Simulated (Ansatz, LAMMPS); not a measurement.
# Gap against volume in glassy B2O3 (90 atoms)

Density of this cell: 2.04 g/cm³. The cell holds 90 atoms: 36 B and 54 O. Cell: a = 9.673 Å, b = 10.556 Å, c = 10.226 Å, α = 80.8°, β = 92.3°, γ = 83.0°. The starting structure: 90 atoms (36 B, 54 O) placed at random at 1.93 g/cm³, melted at 3000 K for 20 ps at fixed volume with the Buckingham and Coulomb pair potential of Guillot and Sator (Geochim. Cosmochim. Acta 71, 1249 (2007)) with the boron terms of Wang et al. (J. Non-Cryst. Solids 498, 294 (2018)). Quenched from 3000 K to 300 K at 50 K/ps and fixed volume, held 10 ps at zero pressure, then minimised at fixed cell.

Calculated with Ansatz 0.2.0: Kohn-Sham DFT, r2SCAN, PAW (set soft_2), plane waves; cutoff 500 eV, Γ point, gaussian smearing of 0.025 eV. The relaxed cell was scaled evenly and the atoms were relaxed at each volume. The gap is that between the highest filled and the lowest empty Kohn-Sham level on the run's k-points.

| volume (Å³/atom) | gap (eV) |
| --- | --- |
| 10.210 | 6.839 |
| 10.664 | 6.797 |
| 11.004 | ? |
| 11.345 | 6.663 |
| 11.685 | 6.588 |
| 12.025 | 6.505 |

**Question.** Fit a straight line in ln V to the rows given and interpolate to the withheld row.

Worked fit:

A volume deformation potential makes the spacing linear in u = ln(V/V0), with V0 = 11.345 Å³ the relaxed volume; v is the spacing.

| u = ln(V/V0) | v (eV) |
| --- | --- |
| -0.105361 | 6.8387 |
| -0.0618751 | 6.797 |
| 0 | 6.6629 |
| 0.0295590 | 6.588 |
| 0.0582691 | 6.5046 |

With n = 5: mean u = -0.0158815, mean v = 6.67824, Σ(u − ū)² = 0.017937, Σ(u − ū)(v − v̄) = -0.037040. Slope b = -0.037040 / 0.017937 = -2.0650; intercept a = v̄ − b ū = 6.6454.

At the withheld volume u = -0.03046, and v = a + b u.

Prediction at 11.004: 6.708 eV. The run gave 6.740 eV, so the fit is low by 0.031 eV (0.46 % of the value).

The slope, -2.06 eV, says that the spacing narrows on expansion. Among the rows given, the largest miss of the fit is at 10.210, by 0.024 eV (7.3 % of the range of the table).

Limits: The table spans 16 % in volume, wide for a linear law. Semilocal functionals tend to put gaps under measured ones. Only the Γ point is sampled. Atoms move by up to 1.3 Å in these relaxations, so the structure changes along the series. Defect or tail levels can set the spacing of a disordered cell.

[Hosts, paths, dates, database ids (printed as entryN), source tags and the programs' standing remarks are cut or masked in the printed files.]
